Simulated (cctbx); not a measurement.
# What is wrong with this refinement?

Cell a = 18.9900 Å, b = 7.1950 Å, c = 6.7810 Å, α = 90.00°, β = 90.00°, γ = 90.00°; space group Ima2 (no. 46).

Simulated single-crystal data (cctbx): Cu Kα, λ = 1.54184 Å, to d = 0.83 Å, 80 % of the full sphere, strongest reflection 20000 counts, noise from counting, a 3 % proportional error and a noise floor of 8 counts (s.d.); no absorption.

An anisotropic refinement with weights 1/σ² prints:

```text
Rint 0.024, 119 unique reflections to 1.62 A
cycle     R1     wR2    GooF  max shift (A)
   1  0.0110  0.0265   1.113   0.01511
   3  0.0086  0.0196   0.825   0.00043
final R1 0.0086 wR2 0.0196 GooF 0.824  parameters 44  data/parameter 2.7
atom        x        y        z      Ueq    occ   su(xyz)  su(Uiso or U11)
In1    0.75000  0.93677  0.47052   0.0058  1.000  0.00032  0.0018  NPD
In2    0.00000  0.00000  0.51602   0.0064  1.000  0.00025  0.0016
Sr1    0.60681  0.47633  0.50240   0.0087  1.000  0.00059  0.0013  NPD
S1     0.75000  0.87120  0.11651   0.0064  1.000  0.00102  0.0059
S2     0.63876  0.44271  0.02752   0.0082  1.000  0.00125  0.0044  NPD
S3     0.98749  0.73789  0.75363   0.0091  1.000  0.00181  0.0033  NPD
difference map: max 0.10 min -0.11 rms 0.03
Q1    0.0572  0.6714  0.1135    8    0.10  1.76 A from S3
Q2    0.0847  0.2305  0.7348    8    0.09  1.40 A from S3
Q3    0.0625  0.6667  0.8889    8    0.08  1.77 A from S3
Q4    0.1841  0.6401  0.9155    8    0.08  1.29 A from S2
Q5    0.1864  0.1787  0.6960    8    0.08  1.91 A from S1
Q6    0.1848  0.5806  0.5128    8    0.07  1.54 A from Sr1
```

Q: Accept it or mend it, and why?

Mend it. The fault: data cut at low resolution. Against the right model at the same level, R1 goes from 0.0132 to 0.0086 and GooF from 0.96 to 0.82 and In1, Sr1, S2 and S3 go non-positive-definite. The atoms are right, but there are too few data for the parameters: R1 flatters and the s.u.s grow. Data per parameter fall from 19.7 to 2.7.

The compound is Sr2In2S5. The right model at the same level gives:

```text
Rint 0.029, 865 unique reflections to 0.83 A
cycle     R1     wR2    GooF  max shift (A)
   1  0.0134  0.0314   0.984   0.00050
   2  0.0132  0.0308   0.964   0.00000
final R1 0.0132 wR2 0.0308 GooF 0.964  parameters 44  data/parameter 19.7
atom        x        y        z      Ueq    occ   su(xyz)  su(Uiso or U11)
In1    0.75000  0.93623  0.47062   0.0064  1.000  0.00005  0.0002
In2    0.00000  0.00000  0.51606   0.0052  1.000  0.00005  0.0002
Sr1    0.60657  0.47607  0.50311   0.0074  1.000  0.00006  0.0002
S1     0.75000  0.87168  0.11533   0.0080  1.000  0.00020  0.0007
S2     0.63850  0.44268  0.02523   0.0095  1.000  0.00015  0.0005
S3     0.98755  0.73749  0.75174   0.0087  1.000  0.00020  0.0004
Flack x: -0.008(6)
Hooft y: -0.004(8)  Bijvoet pairs: 386
difference map: max 0.43 min -0.40 rms 0.10
Q1    0.2500  0.5437  0.9794    4    0.46  0.78 A from In1
Q2    0.2500  0.7526  0.2921    4    0.37  2.55 A from In1
Q3    0.1829  0.6157  0.4963    8    0.37  1.59 A from Sr1
Q4    0.0913  0.2347  0.1886    8    0.34  1.56 A from S3
Q5    0.0259  0.5522  0.9204    8    0.34  0.90 A from In2
Q6    0.0624  0.7319  0.1886    8    0.33  1.50 A from S3
```

The model was made for the exercise: a known structure type with other elements put in, its volume estimated, not relaxed; displacement parameters are assumed.

[Middle refinement cycles are left out of these outputs.]

[Logs are printed without paths, hosts, clocks, repeated set-up lines and the standing remarks that a program may print on its own settings, such as how far it seeks lower states.]
